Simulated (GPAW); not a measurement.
# How BaTiO3 absorbs and reflects light, part 2 of 2

Wanted: where BaTiO3 starts to absorb, how strongly, and its refractive index. The cell comes from an older database entry, whose edges can differ from later determinations, mostly by under a per cent.

GPAW 26.7.0; DFT, LDA, plane-wave PAW (GPAW data sets), scalar-relativistic, RPA, optical limit.

So far. Step 2 (Ground state): There is a gap, 1.72 eV on this mesh (points off the mesh can give less), so no carriers' term is needed.

The database entry behind the starting cell differs from later determinations by our own check (c/a about 0.6 % short), so it need not match the best structure at ambient conditions.

## (4) Dielectric function, RPA

Local fields let the induced charge screen the field inside the cell, which as a rule lowers ε, most along directions where the density is uneven.

This step: DFT, LDA, plane-wave PAW (GPAW data sets), scalar-relativistic, RPA, optical limit (GPAW 26.7.0).

df.py

```python
from gpaw.response.df import DielectricFunction

df = DielectricFunction('full.gpw', frequencies={'type': 'nonlinear', 'domega0': 0.03, 'omega2': 8},
                        ecut=50,
                        eta=0.15,
                        nbands=51,
                        txt='df.txt')
for direction in ['x', 'z']:
    df.get_dielectric_function(xc='RPA', direction=direction, filename=f'df_{direction}.csv')
```

Run with:

```bash
> OMP_NUM_THREADS=1 python df.py
```

Log:

```text
Using integrator: PointIntegrator
NonLinearFrequencyDescriptor(from 0.000 to 87.150 eV, 528 points)
Nonperiodic BCs:  [False False False]
Using integrator: PointIntegrator
NonLinearFrequencyDescriptor(from 0.000 to 87.150 eV, 528 points)
Nonperiodic BCs:  [False False False]

Calculating chi0 body with:
    Ground state adapter containing:
    Number of spins: 1
    Number of kpoints: 512
    Number of irreducible kpoints: 75
    Number of completely occupied states: 20
    Number of partially occupied states: 20

    Linear response parametrization:
    q_c: [0.0, 0.0, 0.0]
    Number of frequency points: 528
    Planewave cutoff: 50.0
    Number of bands: 51
    Number of planewaves: 57
    Broadening (eta): 0.15

Integrating chi0 body.

Symmetries of q_c:
    Direct symmetries (Uq -> q): 8
    Indirect symmetries (TUq -> q): 8
In total 16 allowed symmetries.

75 groups of equivalent kpoints. 85.3515625% reduction.

Integral kind: spectral function

Calculating chi0 optical extensions with:
    Ground state adapter containing:
    Number of spins: 1
    Number of kpoints: 512
    Number of irreducible kpoints: 75
    Number of completely occupied states: 20
    Number of partially occupied states: 20

    Linear response parametrization:
    Number of frequency points: 528
    Planewave cutoff: 50.0
    Number of bands: 51
    Number of planewaves: 57
    Broadening (eta): 0.15
Integrating chi0 head and wings.

Symmetries of q_c:
    Direct symmetries (Uq -> q): 8
    Indirect symmetries (TUq -> q): 8
In total 16 allowed symmetries.

75 groups of equivalent kpoints. 85.3515625% reduction.

Integral kind: spectral function wings
```

The job ended after 27 s (1 thread of Arm Neoverse V1, shared host; peak memory 0.36 GiB).

This step gave:

- electronic dielectric constant ε∞, mean over x, y and z (by symmetry where fewer were run): 6.026
- main peak of Im epsilon, first axis: 4.050 eV

Some rows of df_x.csv (energy; Re and Im without local fields; Re and Im with them):

```text
0.000000, 6.393391, -0.000000, 6.156315, 0.000000
0.429336, 6.438768, 0.032519, 6.199572, 0.030987
0.878195, 6.594069, 0.074671, 6.347438, 0.071013
1.347938, 6.923641, 0.147666, 6.660309, 0.139855
1.840057, 7.636056, 0.398546, 7.332809, 0.374665
2.356191, 8.559733, 1.416220, 8.199480, 1.310027
2.898142, 8.418442, 3.487993, 8.130517, 3.215846
3.467895, 7.226312, 5.618475, 7.183161, 5.262977
4.067647, 4.597550, 7.614182, 4.949734, 7.435046
4.699832, 2.094204, 4.104942, 2.048683, 4.329409
5.367152, 2.706638, 2.870010, 2.518748, 3.018211
6.072622, 3.728342, 3.136310, 3.515894, 3.246318
6.819608, 4.184461, 3.898752, 3.963780, 4.018279
7.611886, 2.487530, 4.114919, 2.009117, 4.195936
8.453705, 2.359268, 4.596063, 1.845485, 4.426315
9.349861, 1.037580, 4.006133, 0.605812, 3.694058
10.305790, 0.576831, 4.157131, 0.495506, 3.709255
11.327680, -0.224687, 2.699770, -0.275800, 2.609416
12.422601, 0.081749, 1.467869, -0.179271, 1.406991
13.598673, 1.097691, 0.956670, 0.730404, 0.867791
```

The Im ε has structure finer than the step of the table below, so its rows give means over 0.5 eV, whole bins alone (the curve runs from 0 to 14.0 eV). Peaks (eV: height): E ∥ x 4.07: 7.43, 7.27: 4.94; E ∥ z 4.02: 6.44, 7.27: 5.51, 9.02: 5.15.

Values under the direct gap are tails of Lorentzian lines. Im ε against photon energy; means over each step:

```
photon energy (eV)   E ∥ x   E ∥ z
               0.5  0.0370  0.0265
               1.0  0.0865  0.0592
               1.5   0.187   0.111
               2.0   0.637   0.252
               2.5    1.88   0.852
               3.0    3.46    2.03
               3.5    4.97    4.00
               4.0    6.84    5.96
               4.5    5.55    5.55
               5.0    3.74    4.18
               5.5    2.89    3.37
               6.0    3.05    3.23
               6.5    3.41    3.72
               7.0    4.42    4.67
               7.5    4.48    5.03
               8.0    4.09    4.41
               8.5    4.46    4.74
               9.0    4.51    4.84
               9.5    3.72    3.87
              10.0    3.69    3.66
              10.5    3.56    3.43
              11.0    2.69    2.66
              11.5    2.43    2.39
              12.0    1.83    1.86
              12.5    1.32    1.34
              13.0   0.974   0.980
              13.5   0.870   0.895
```

The Re ε by photon energy:

```
photon energy (eV)   E ∥ x   E ∥ z
               0.0    6.16    5.77
               0.5    6.22    5.81
               1.0    6.41    5.95
               1.5    6.82    6.21
               2.0    7.61    6.72
               2.5    8.40    7.53
               3.0    7.99    7.98
               3.5    6.99    7.92
               4.0    5.76    6.37
               4.5    2.05    3.63
               5.0    2.57    3.14
               5.5    2.80    3.35
               6.0    3.61    3.75
               6.5    3.73    3.59
               7.0    3.60    4.21
               7.5    2.11    2.22
               8.0    2.53    2.31
               8.5    1.81    1.63
               9.0    1.05   0.965
               9.5   0.840   0.594
              10.0   0.451   0.128
              10.5  -0.255  -0.430
              11.0  -0.121  -0.107
              11.5  -0.296  -0.354
              12.0  -0.457  -0.444
              12.5  -0.165  -0.207
              13.0   0.212   0.203
              13.5   0.634   0.631
```

Values under the direct gap are tails of Lorentzian lines. Im ε, E ∥ x against photon energy; read off at these points:

```
photon energy (eV)  without local fields  with local fields
              0.00                     0                  0
              0.50                0.0383             0.0365
              1.00                0.0893             0.0849
              1.50                 0.188              0.178
              2.00                 0.682              0.640
              2.50                  2.06               1.90
              3.00                  3.80               3.51
              3.50                  5.57               5.23
              4.00                  7.63               7.34
              4.07                  7.61               7.43
              4.50                  5.29               5.55
              5.00                  3.56               3.75
              5.50                  2.70               2.83
              6.00                  3.11               3.22
              6.50                  3.25               3.35
              7.00                  4.30               4.47
              7.27                  4.75               4.94
              7.50                  4.38               4.52
              8.00                  3.95               3.96
              8.50                  4.60               4.42
              9.00                  4.97               4.69
              9.50                  4.00               3.64
             10.00                  4.08               3.67
             10.50                  4.05               3.77
             11.00                  2.85               2.66
             11.50                  2.42               2.36
             12.00                  1.84               1.79
             12.50                  1.41               1.34
             13.00                  1.05              0.970
             13.50                 0.922              0.833
```

The loss function −Im 1/ε at q → 0 has structure finer than the step of the table below, so its rows give means over 0.5 eV, whole bins alone (the curve runs from 0 to 14.0 eV). Peaks (eV: height): E ∥ x 13.00: 0.984; E ∥ z 12.92: 0.997.

Values under the direct gap are tails of Lorentzian lines. Loss function −Im 1/ε at q → 0 against energy loss; means over each step:

```
energy loss (eV)    E ∥ x    E ∥ z
             0.5   9.5e-4   7.8e-4
             1.0  0.00209  0.00167
             1.5  0.00395  0.00286
             2.0   0.0108  0.00546
             2.5   0.0256   0.0145
             3.0   0.0451   0.0294
             3.5   0.0641   0.0496
             4.0   0.0869   0.0791
             4.5    0.157    0.125
             5.0    0.188    0.156
             5.5    0.179    0.154
             6.0    0.139    0.133
             6.5    0.133    0.130
             7.0    0.135    0.121
             7.5    0.179    0.164
             8.0    0.181    0.178
             8.5    0.191    0.186
             9.0    0.210    0.199
             9.5    0.258    0.255
            10.0    0.266    0.273
            10.5    0.279    0.289
            11.0    0.369    0.374
            11.5    0.406    0.411
            12.0    0.527    0.519
            12.5    0.753    0.740
            13.0    0.962    0.965
            13.5    0.765    0.774
```

Table of refractive index n and extinction k by photon energy:

```
photon energy (eV)  n, E ∥ x  k, E ∥ x  n, E ∥ z  k, E ∥ z
                 0      2.48         0      2.40         0
                 1      2.53    0.0168      2.44    0.0120
                 2      2.76     0.116      2.59    0.0447
                 3      2.89     0.607      2.85     0.364
                 4      2.75      1.34      2.77      1.15
                 5      1.89     0.993      2.04      1.01
                 6      2.06     0.783      2.08     0.757
                 7      2.16      1.03      2.29      1.02
                 8      1.90      1.04      1.88      1.11
                 9      1.71      1.37      1.76      1.46
                10      1.44      1.27      1.38      1.33
                11      1.13      1.18      1.12      1.17
                12     0.834      1.07     0.851      1.08
                13     0.776     0.625     0.770     0.625
```

At chosen wavelengths:

```
wavelength (nm)   n x    k x  R (%) x   1/α x   n z    k z  R (%) z   1/α z
           1550  2.51  0.013     18.5  9.8 µm  2.42  0.009     17.3   13 µm
           1064  2.55  0.021     19.1  4.0 µm  2.45  0.015     17.7  5.8 µm
            633  2.75  0.102     21.8  494 nm  2.58  0.041     19.5  1.2 µm
            405  2.88  0.630     25.4   51 nm  2.85  0.382     23.9   84 nm
            308  2.71  1.371     30.7   18 nm  2.74  1.176     28.7   21 nm
            248  1.89  0.993     19.0   20 nm  2.04  1.014     20.6   19 nm
            193  2.07  0.796     17.7   19 nm  2.14  0.913     19.9   17 nm
```

Below the direct gap, k and the depth come from the tails of the Lorentzian lines, not from transitions.

Rows near the edge hang on the gap, which this functional as a rule makes too small, and phonon-assisted absorption is left out.

At 1064 nm the birefringence n(z) − n(x) is -0.099: the crystal is uniaxial negative at this level.

## (5) Outcome

| Quantity | Value |
| --- | --- |
| electronic dielectric constant ε∞, mean over x, y and z (by symmetry where fewer were run) (RPA) | 6.03 |
| main peak of Im epsilon, first axis | 4.05 eV |

At this level (LDA, RPA) BaTiO3 has a mean ε∞ = 6.03 and n = 2.51 at 1550 nm (E ∥ x), and Im ε peaks at 4.1 eV (E ∥ x). On the mesh the gap is 1.72 eV and the least direct gap 2.00 eV, so on this mesh the band edges lie at different points. Local fields change the static value along x from 6.39 to 6.16 (-4 %). Distinct maxima of Im ε, read by a parabola through the highest points, lie at 4.05 eV (7.4), 7.28 eV (4.9), 8.95 eV (4.7) and 10.42 eV (3.9) for E ∥ x. The static values by axis are 6.16 (x), 5.77 (z). At 1064 nm the birefringence n(z) − n(x) is -0.099: the crystal is uniaxial negative at this level. Excitons and phonon-assisted transitions are missing; LDA gaps are as a rule too small, which pulls the onset down and ε∞ up. Spin-orbit coupling is left out although heavy atoms are present. The sum runs over mesh points, so small or evenly spaced maxima can still be ripples of the mesh. In this version of GPAW the matrix elements of the optical limit are incomplete, which can lower ε − 1 by up to a tenth where first-row anions or d states rule, and shift it by more in d metals.

[Machine, clock and banner lines and Python warnings are left out of the logs.]

[Logs are printed without paths, hosts, clocks, repeated set-up lines and the standing remarks that a program may print on its own settings, such as how far it seeks lower states.]

[Hosts, paths, dates, database ids (printed as entryN), source tags and the programs' standing remarks are cut or masked in the printed files.]
